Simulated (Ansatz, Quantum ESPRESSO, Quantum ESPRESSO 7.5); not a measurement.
## Work function of Na(110), 5 layers

Aim: the work function of each face of Na(110), 5 layers, and how it moves with functional, pseudopotentials and boundary condition.

Calculated with Quantum ESPRESSO 7.5; plane-wave DFT, PBE, GBRV ultrasoft pseudopotentials (geometry and cross-check by Ansatz 0.2.0 with PAW datasets; geometry under PBE).

The experiments to compare with:

“Anisotropic work function of elemental crystals” (2019, arxiv:1902.07811) quotes from earlier work for Na (polycrystalline sample, no single face): work function, loosely compared (polycrystalline sample, no single face) 2.75 eV.

Most raw output is cut from this account.

### 1. Set-up

The cell holds 5 atoms: 5 Na. Cell: a = 3.663 Å, b = 3.663 Å, c = 27.964 Å, α = 90.0°, β = 90.0°, γ = 70.5°. It derives from Na. Vacuum lies along c.

### 2. Geometry from Ansatz

The geometry comes first, from a plane-wave PAW code, so that the later runs on this slab share one structure.

input.yaml reads:

```yaml
crystal:
  lattice:
    - [2.9910616844, -2.115, 0.0]
    - [2.9910616844, 2.115, 0.0]
    - [0.0, 0.0, 27.9642467377]
  atoms:
    - { symbol: Na, position: [0.0, 0.0, 0.2860795814] }
    - { symbol: Na, position: [0.5, 0.5, 0.3930397907] }
    - { symbol: Na, position: [0.0, 0.0, 0.5] }
    - { symbol: Na, position: [0.5, 0.5, 0.6069602093] }
    - { symbol: Na, position: [0.0, 0.0, 0.7139204186] }
kpoints:
  mp_grid: { grid: [8, 8, 1] }
hamiltonian:
  xc: pbe
scf:
  occupations: { method: fermi_dirac, width: 0.1 }
  convergence: { dr2_threshold: 1.0e-08 }
efield:
  axis: 3
  dipole_correction: true
  ramp_position: 0.97
  ramp_width: 0.04
relax:
  f_tol: 0.01
  constraints: [{ sites: [2] }]
output:
  write_potential: true
  write_density: true
  volumetric_format: npy
```

Started as:

```bash
$ ansatz run input.yaml --threads 4 --pin off --max-ram 8192MiB --backend cpu --events-out ev --progress --plain --runs-dir out
```

Run time: 13 s. Hardware: 4 threads of Arm Neoverse V2, shared host; peak memory 0.6 GiB.

Step by step:

| step | energy less that of the first step (eV) | largest force component (eV/Å) |
| --- | --- | --- |
| 1 | 0.0000 | 0.0248 |
| 2 | -0.0010 | 0.0210 |
| 3 | -0.0028 | 0.0051 |
| 4 | -0.0030 | 0.0040 |

The atoms that moved most (Å):

| atom | dx | dy | dz | length |
| --- | --- | --- | --- | --- |
| Na1 | 0.000 | 0.000 | 0.140 | 0.140 |
| Na5 | 0.000 | 0.000 | -0.140 | 0.140 |
| Na2 | 0.000 | 0.000 | 0.067 | 0.067 |
| Na4 | 0.000 | 0.000 | -0.067 | 0.067 |

The relaxed structure:

```cif
data_structure
_symmetry_space_group_name_H-M 'P 1'
_symmetry_Int_Tables_number 1
_cell_length_a 3.6633
_cell_length_b 3.6633
_cell_length_c 27.9642
_cell_angle_alpha 90.000
_cell_angle_beta 90.000
_cell_angle_gamma 70.529
_cell_volume 353.81
loop_
_atom_site_label
_atom_site_type_symbol
_atom_site_fract_x
_atom_site_fract_y
_atom_site_fract_z
_atom_site_occupancy
Na1 Na 0.00000 0.00000 0.29110 1
Na2 Na 0.50000 0.50000 0.39543 1
Na3 Na 0.00000 0.00000 0.50000 1
Na4 Na 0.50000 0.50000 0.60457 1
Na5 Na 0.00000 0.00000 0.70890 1
```

 Held were the atoms numbered 3; the forces quoted are those on the free ones.

This step gave:

- free energy: -7431.7853 eV
- energy at zero smearing: -7431.7411 eV
- smearing term TS: 0.08848 eV
- Fermi energy: -0.3627 eV
- symmetry operations: 4
- work function of the upper face: 2.830 eV
- work function of the lower face: 2.830 eV
- dipole along the normal: 1.18e-5 e·Å

### 3. SCF with pw.x

The work function is the vacuum level less the Fermi level, so the run needs a vacuum wide enough for a flat potential.

Level of this step: plane-wave DFT, PBE, GBRV ultrasoft pseudopotentials (Quantum ESPRESSO 7.5).

scf.in reads:

```
&control
  prefix = 'scf'
  outdir = './out'
  pseudo_dir = './pseudo'
  calculation = 'scf'
  tprnfor = .true.
/
&system
  ibrav = 0
  nat = 5
  ntyp = 1
  ecutwfc = 40
  ecutrho = 200
  occupations = 'smearing'
  smearing = 'mv'
  degauss = 0.02
/
&electrons
  conv_thr = 1e-07
  mixing_beta = 0.4
  electron_maxstep = 120
  mixing_mode = 'local-TF'
/
ATOMIC_SPECIES
  Na  22.9898  na_pbe_v1.5.uspp.F.UPF
CELL_PARAMETERS angstrom
  2.99106168440000 -2.11500000000000 0.00000000000000
  2.99106168440000 2.11500000000000 0.00000000000000
  0.00000000000000 0.00000000000000 27.96424673770000
ATOMIC_POSITIONS crystal
  Na  0.000000000000 0.000000000000 0.291095657218
  Na  0.500000000000 0.500000000000 0.395428795596
  Na  0.000000000000 0.000000000000 0.500000000000
  Na  0.500000000000 0.500000000000 0.604571219207
  Na  0.000000000000 0.000000000000 0.708904366260
K_POINTS automatic
  8 8 1 0 0 0
```

Started as:

```bash
$ OMP_NUM_THREADS=1 mpirun -n 4 pw.x -nk 4 -in scf.in > scf.out
```

Run time: 42 s. Hardware: 4 MPI ranks; peak memory 0.69 GiB; 2.8 min of CPU time.

This step gave:

| Property | Result |
| --- | --- |
| free energy | -6485.8730 eV |
| Fermi energy | -0.4265 eV |

The run needed 13 iterations to bring the estimated error under 1e-07 Ry.

### 4. Electrostatic potential

The vacuum level is read from the electrostatic potential (plot_num = 11), averaged over planes.

pot.in reads:

```
&inputpp
  prefix = 'scf'
  outdir = './out'
  filplot = 'pot.dat'
  plot_num = 11
/
```

Started as:

```bash
$ OMP_NUM_THREADS=1 mpirun -n 4 pp.x -in pot.in > pot.out
```

It took 0.82 s on 4 MPI ranks; peak memory 0.09 GiB; 2.9 s of CPU time.

Read from the output:

| Property | Result |
| --- | --- |
| work function of the upper face | 2.803 eV |
| slope of the potential above | 0.001937 eV/Å |
| upper vacuum line continued to the top atoms, over the Fermi level | 2.792 eV |
| work function of the lower face | 2.803 eV |
| slope of the potential below | -0.001340 eV/Å |
| lower vacuum line continued to the bottom atoms, over the Fermi level | 2.795 eV |

The potential energy, planar mean oscillates, so the rows of the table below give means over windows of 2.91 Å about each position, cut where the curve ends. Its maxima inside the range that stand out by 2 % of the span (Å: eV): 8.2: 23.6, 9.6: 1.73, 11.1: 23.6, 12.5: 1.76, 14.0: 23.7, 15.5: 1.76, 16.9: 23.6, 18.4: 1.73, 19.8: 23.6. Its minima: 7.3: 0.184, 9.0: 0.625, 10.3: 0.469, 11.9: 0.597, 13.2: 0.570, 14.8: 0.570, 16.1: 0.597, 17.7: 0.469, 19.0: 0.625, 20.6: 0.184.

Electrostatic potential energy of an electron; zero at the Fermi level. The potential energy, planar mean by z; means over each step:

z (Å), potential energy, planar mean (eV) and a bar from the least value:
```
     1.46        2.8 ####
     4.37        2.8 ###
     7.28        7.5 ##############################
    10.19        7.3 #############################
    13.10        7.3 #############################
    16.01        7.3 #############################
    18.91        7.3 #############################
    21.83        2.2 
    24.73        2.8 ####
    27.65        2.8 ####
```

Electrostatic potential energy in the ca plane at fractional y = 0.000, with atoms of Na within 0.2 Å of it. With pseudopotentials it is smooth inside the atoms' cores, unlike the true potential.

Ten even steps from '0' (-3 eV) to '9' (197 eV), each cell a mean:
```
10000000000006993000000000000599300000000000
00000000000001320000000000000033000000000000
00000000000000000000000000000000000000000000
00000000000000000000000000000000000000000000
00000000000000000000000000000000000000000000
00000000000000000000000000000000000000000000
00000000000000000000000000000000000000000000
00000000000000100000000000000010000000000000
00000000000004871000000000000387200000000000
30000000000018994000000000000799500000000000
```
Columns run along c (16.0 Å, from fractional 0.32 to 0.89 of the cell; values clipped at the 3rd and 97th percentile), rows up along a (3.7 Å). Atoms in or near the plane, at fractional coordinates: Na at (0.50, 0.00), Na at (0.71, 0.00).

The vacuum is flat to 1.9 meV/Å, so its level is well defined. Inside the slab the curve depends on the local part of the pseudopotentials; only the vacuum level has a meaning of its own.

### 5. Macroscopic average

A running mean over one period damps the atomic wiggles and leaves the mean of this pseudopotential's potential.

avg.in reads:

```
1
pot.dat
1.0
374
3
5.6522874054
```

Started as:

```bash
$ OMP_NUM_THREADS=1 average.x < avg.in > avg.out
```

Run time: 0.53 s. Hardware: 1 MPI rank; peak memory 0.11 GiB.

Read from the output:

- average.x's running mean inside the slab, on the run's own zero: 6.882 eV
- mean potential by an exact Fourier window inside the slab, on the run's own zero: 6.888 eV

The potential energy (planar mean) oscillates, so the rows of the table below give means over windows of 2.92 Å about each position, cut where the curve ends. Its maxima inside the range that stand out by 2 % of the span (Å: eV): 8.2: 23.6, 9.6: 1.73, 11.1: 23.6, 12.5: 1.76, 14.0: 23.7, 15.5: 1.76, 16.9: 23.6, 18.4: 1.73, 19.8: 23.6. Its minima: 7.3: 0.209, 8.9: 0.570, 10.2: 0.491, 11.8: 0.561, 13.2: 0.589, 14.8: 0.589, 16.2: 0.562, 17.7: 0.491, 19.1: 0.570, 20.6: 0.209.

Electrostatic potential energy of an electron; zero at the Fermi level; window 2.9911 Å. Table of potential energy by z; means over each step:

| z (Å) | planar mean (eV) | running mean (eV) |
| --- | --- | --- |
| 1.46 | 2.80 | 2.80 |
| 4.38 | 2.76 | 2.69 |
| 7.30 | 7.47 | 5.80 |
| 10.22 | 7.29 | 7.29 |
| 13.14 | 7.33 | 7.32 |
| 16.06 | 7.31 | 7.31 |
| 18.98 | 7.25 | 7.27 |
| 21.90 | 2.12 | 3.88 |
| 24.82 | 2.80 | 2.79 |
| 27.74 | 2.80 | 2.80 |

Where the running mean is not flat inside, average.x's window, rounded to the grid, doesn't match the spacings there.

### 6. Density by pp.x

The density shows how far the electrons spill into the vacuum.

rho.in reads:

```
&inputpp
  prefix = 'scf'
  outdir = './out'
  filplot = 'rho.dat'
  plot_num = 0
/
```

Started as:

```bash
$ OMP_NUM_THREADS=1 mpirun -n 4 pp.x -in rho.in > rho.out
```

The job ended after 0.81 s (4 MPI ranks; peak memory 0.11 GiB).

This step gave:

```
electrons by integration : 45.00 e
```

The valence density, planar mean oscillates, so the rows of the table below give means over windows of 2.91 Å about each position, cut where the curve ends. Its maxima inside the range that stand out by 2 % of the span (Å: e/Å³): 8.2: 1.03, 11.1: 1.03, 14.0: 1.03, 16.9: 1.03, 19.8: 1.03. Its minima: 9.7: 0.0305, 12.6: 0.0307, 15.4: 0.0307, 18.3: 0.0305.

Mean over planes. Table of valence density, planar mean by z; means over each step:

z (Å), valence density, planar mean (e/Å³) and a bar:
```
     1.46       0.00 
     4.37       0.00 
     7.28       0.23 ############################
    10.19       0.24 ##############################
    13.10       0.24 ##############################
    16.01       0.24 ##############################
    18.91       0.24 ##############################
    21.83       0.01 ##
    24.73       0.00
```

Valence density in the ca plane at fractional y = 0.000, with atoms of Na within 0.2 Å of it. It is the smooth field of the valence electrons, not physical close to the nuclei.

Values in e/Å³, 6 rows by 16 columns, each cell a mean:
```
 0  0  0  0  1  6  0  0  0  0  1  5  0  0  0  0
 0  0  0  0  0  0  0  0  0  0  0  0  0  0  0  0
 0  0  0  0  0  0  0  0  0  0  0  0  0  0  0  0
 0  0  0  0  0  0  0  0  0  0  0  0  0  0  0  0
 0  0  0  0  0  1  0  0  0  0  0  0  0  0  0  0
 0  0  0  0  1 13  0  0  0  0  2 11  0  0  0  0
```
Columns run along c (16.0 Å, from fractional 0.32 to 0.89 of the cell), rows up along a (3.7 Å). Atoms in or near the plane, at fractional coordinates: Na at (0.50, 0.00), Na at (0.71, 0.00).

The density integrates to 45.000 electrons, as the 45 of the input ask.

### 7. Projected density of states

Projections on atomic orbitals tell which layers and orbitals hold the states near the zero of energy.

pdos.in reads:

```
&projwfc
  prefix = 'scf'
  outdir = './out'
  filpdos = 'pdos'
  Emin = -8.427
  Emax = 3.574
  DeltaE = 0.1
  ngauss = 0
  degauss = 0.01
/
```

Started as:

```bash
$ OMP_NUM_THREADS=1 mpirun -n 4 projwfc.x -in pdos.in > pdos.out
```

Elapsed: 0.97 s, on 4 MPI ranks; peak memory 0.11 GiB; 3.5 s of CPU time.

Numbers from this step:

```
spilling of the projection : 0.0042
```

Projected DOS an atom over height of the atomic layer and energy from the Fermi level. Columns are the atomic layers from the bottom up.

Values in states/eV, 22 rows by 5 columns, each cell a mean:
```
0.227 0.198 0.317 0.198 0.227
0.255 0.206 0.273 0.206 0.255
0.488 0.475 0.325 0.475 0.488
0.438 0.485 0.480 0.485 0.438
0.533 0.382 0.426 0.382 0.533
0.405 0.371 0.299 0.371 0.405
0.407 0.348 0.435 0.348 0.407
0.273 0.235 0.314 0.235 0.273
0.237 0.283 0.230 0.283 0.237
0.146 0.258 0.165 0.258 0.146
0.042 0.124 0.143 0.124 0.042
0.001 0.003 0.004 0.003 0.001
0.000 0.000 0.000 0.000 0.000
0.000 0.000 0.000 0.000 0.000
0.000 0.000 0.000 0.000 0.000
0.000 0.000 0.000 0.000 0.000
0.000 0.000 0.000 0.000 0.000
0.000 0.000 0.000 0.000 0.000
0.000 0.000 0.000 0.000 0.000
0.000 0.000 0.000 0.000 0.000
0.000 0.000 0.000 0.000 0.000
0.000 0.000 0.000 0.000 0.000
```
Columns: height of the atomic layer (Å) from 8.14 to 19.8; rows upwards: energy from the Fermi level (eV) from -8.00 to 1.50.

The atomic orbitals miss 0.4 % of the occupied states; for empty states the projections can miss much more.

### 8. SCF with pw.x: open boundaries by the effective screening medium

The effective screening medium with bc1 puts vacuum on both sides and removes the images along the normal. The slab must sit about z = 0, symmetry is kept, and the .esm1 file holds the planar potential.

esm.in, as its differences from the input of step 3:

```diff
@@ -1,3 +1,3 @@
 &control
-  prefix = 'scf'
+  prefix = 'esm'
   outdir = './out'
@@ -16,2 +16,4 @@
   degauss = 0.02
+  assume_isolated = 'esm'
+  esm_bc = 'bc1'
 /
@@ -30,7 +32,7 @@
 ATOMIC_POSITIONS crystal
-  Na  0.000000000000 0.000000000000 0.291095657218
-  Na  0.500000000000 0.500000000000 0.395428795596
-  Na  0.000000000000 0.000000000000 0.500000000000
-  Na  0.500000000000 0.500000000000 0.604571219207
-  Na  0.000000000000 0.000000000000 0.708904366260
+  Na  0.000000000000 0.000000000000 -0.208904354521
+  Na  0.500000000000 0.500000000000 -0.104571216143
+  Na  0.000000000000 0.000000000000 -0.000000011739
+  Na  0.500000000000 0.500000000000 0.104571207468
+  Na  0.000000000000 0.000000000000 0.208904354521
 K_POINTS automatic
```

Started as:

```bash
$ OMP_NUM_THREADS=1 mpirun -n 4 pw.x -nk 4 -in esm.in > esm.out
```

Elapsed: 64 s, on 4 MPI ranks; peak memory 0.61 GiB.

This step gave:

- Fermi energy: -2.802 eV
- vacuum line at the lower end of the cell, over the Fermi level: 2.802 eV
- vacuum line at the upper end of the cell, over the Fermi level: 2.802 eV

The potential energy, planar mean oscillates, so the rows of the table below give means over windows of 2.92 Å about each position, cut where the curve ends. Its maxima inside the range that stand out by 2 % of the span (Å: eV): -5.8: 23.5, -4.4: 1.72, -2.9: 23.6, -1.5: 1.76, 0.0: 23.7, 1.5: 1.76, 2.9: 23.6, 4.4: 1.72, 5.8: 23.5. Its minima: -6.6: 0.182, -5.0: 0.623, -3.7: 0.469, -2.1: 0.598, -0.8: 0.573, 0.8: 0.573, 2.1: 0.598, 3.7: 0.469, 5.0: 0.624, 6.6: 0.182.

Electrostatic potential energy of an electron; zero at the Fermi level. Potential energy, planar mean against z; means over each step:

```csv
z (Å),"potential energy, planar mean (eV)"
-12.52,2.80
-9.60,2.76
-6.68,7.46
-3.76,7.30
-0.84,7.34
2.08,7.32
5.00,7.26
7.92,2.13
10.84,2.80
13.76,2.80
```

The vacuum levels are read from the outermost 0.7 Å of the cell on either side.

The run needed 13 iterations to bring the estimated error under 1e-07 Ry; the largest force on any atom, held or free, is 0.01 eV/Å.

The upper level is 2.802 eV against 2.803 eV from the periodic run.

### 9. Self-consistent run: PBEsol, PseudoDojo norm-conserving

The geometry stays; functional or pseudopotentials change.

Level of this step: plane-wave DFT, PBEsol, PseudoDojo norm-conserving pseudopotentials (Quantum ESPRESSO 7.5).

dojo-pbesol.in reads:

```
&control
  prefix = 'dojo-pbesol'
  outdir = './out'
  pseudo_dir = './pseudo'
  calculation = 'scf'
  tprnfor = .true.
/
&system
  ibrav = 0
  nat = 5
  ntyp = 1
  ecutwfc = 76
  ecutrho = 304
  occupations = 'smearing'
  smearing = 'mv'
  degauss = 0.02
/
&electrons
  conv_thr = 1e-07
  mixing_beta = 0.4
  electron_maxstep = 120
  mixing_mode = 'local-TF'
/
ATOMIC_SPECIES
  Na  22.9898  Na.dojo-sr-pbesol-0.4.1-standard.upf
CELL_PARAMETERS angstrom
  2.99106168440000 -2.11500000000000 0.00000000000000
  2.99106168440000 2.11500000000000 0.00000000000000
  0.00000000000000 0.00000000000000 27.96424673770000
ATOMIC_POSITIONS crystal
  Na  0.000000000000 0.000000000000 0.291095657218
  Na  0.500000000000 0.500000000000 0.395428795596
  Na  0.000000000000 0.000000000000 0.500000000000
  Na  0.500000000000 0.500000000000 0.604571219207
  Na  0.000000000000 0.000000000000 0.708904366260
K_POINTS automatic
  8 8 1 0 0 0
```

Started as:

```bash
$ OMP_NUM_THREADS=1 mpirun -n 4 pw.x -nk 4 -in dojo-pbesol.in > dojo-pbesol.out
```

It took 96 s on 4 MPI ranks; peak memory 1.1 GiB.

This step gave:

| Item | Value |
| --- | --- |
| free energy | -6208.1832 eV |
| Fermi energy | -0.4024 eV |

### 10. Electrostatic potential

dojo-pbesol.pot.in reads:

```
&inputpp
  prefix = 'dojo-pbesol'
  outdir = './out'
  filplot = 'dojo-pbesol.pot.dat'
  plot_num = 11
/
```

Started as:

```bash
$ OMP_NUM_THREADS=1 mpirun -n 4 pp.x -in dojo-pbesol.pot.in > dojo-pbesol.pot.out
```

The job ended after 0.84 s (4 MPI ranks; peak memory 0.11 GiB).

This step gave:

```
work function of the upper face                                       : 2.825 eV
slope of the potential above                                          : 0.001870 eV/Å
upper vacuum line continued to the top atoms, over the Fermi level    : 2.814 eV
work function of the lower face                                       : 2.825 eV
slope of the potential below                                          : -0.001331 eV/Å
lower vacuum line continued to the bottom atoms, over the Fermi level : 2.817 eV
```

The upper face goes from 2.803 eV (PBE, GBRV) to 2.825 eV, a change of +0.022 eV.

### 11. Self-consistent run: Wu-Cohen, GBRV ultrasoft

Level of this step: plane-wave DFT, Wu-Cohen, GBRV ultrasoft pseudopotentials made under PBE (Quantum ESPRESSO 7.5). input_dft overrides the functional of the files.

gbrv-wc.in, as its differences from the input of step 9:

```diff
@@ -1,3 +1,3 @@
 &control
-  prefix = 'dojo-pbesol'
+  prefix = 'gbrv-wc'
   outdir = './out'
@@ -11,4 +11,5 @@
   ntyp = 1
-  ecutwfc = 76
-  ecutrho = 304
+  ecutwfc = 40
+  ecutrho = 200
+  input_dft = 'wc'
   occupations = 'smearing'
@@ -24,3 +25,3 @@
 ATOMIC_SPECIES
-  Na  22.9898  Na.dojo-sr-pbesol-0.4.1-standard.upf
+  Na  22.9898  na_pbe_v1.5.uspp.F.UPF
 CELL_PARAMETERS angstrom
```

Started as:

```bash
$ OMP_NUM_THREADS=1 mpirun -n 4 pw.x -nk 4 -in gbrv-wc.in > gbrv-wc.out
```

Run time: 44 s. Hardware: 4 MPI ranks; peak memory 0.66 GiB; 2.9 min of CPU time.

Read from the output:

| Property | Result |
| --- | --- |
| free energy | -6477.1236 eV |
| Fermi energy | -0.4206 eV |

### 12. Potential by pp.x

gbrv-wc.pot.in reads:

```
&inputpp
  prefix = 'gbrv-wc'
  outdir = './out'
  filplot = 'gbrv-wc.pot.dat'
  plot_num = 11
/
```

Started as:

```bash
$ OMP_NUM_THREADS=1 mpirun -n 4 pp.x -in gbrv-wc.pot.in > gbrv-wc.pot.out
```

Run time: 0.82 s. Hardware: 4 MPI ranks; peak memory 0.13 GiB.

Read from the output:

| Item | Value |
| --- | --- |
| work function of the upper face | 2.805 eV |
| slope of the potential above | 0.001925 eV/Å |
| upper vacuum line continued to the top atoms, over the Fermi level | 2.794 eV |
| work function of the lower face | 2.805 eV |
| lower vacuum line continued to the bottom atoms, over the Fermi level | 2.797 eV |

The upper face goes from 2.803 eV (PBE, GBRV) to 2.805 eV, a change of +0.002 eV.

(Part 1 of 2 ends here.)

[Logs are printed without paths, hosts, clocks, repeated set-up lines and the standing remarks that a program may print on its own settings, such as how far it seeks lower states.]

[Hosts, paths, dates, database ids (printed as entryN), source tags and the programs' standing remarks are cut or masked in the printed files.]

[Maps of the electrostatic potential energy from Ansatz leave out the sawtooth potential of an applied field or a dipole correction, so their vacuum need not be flat; planar profiles and work functions include it.]
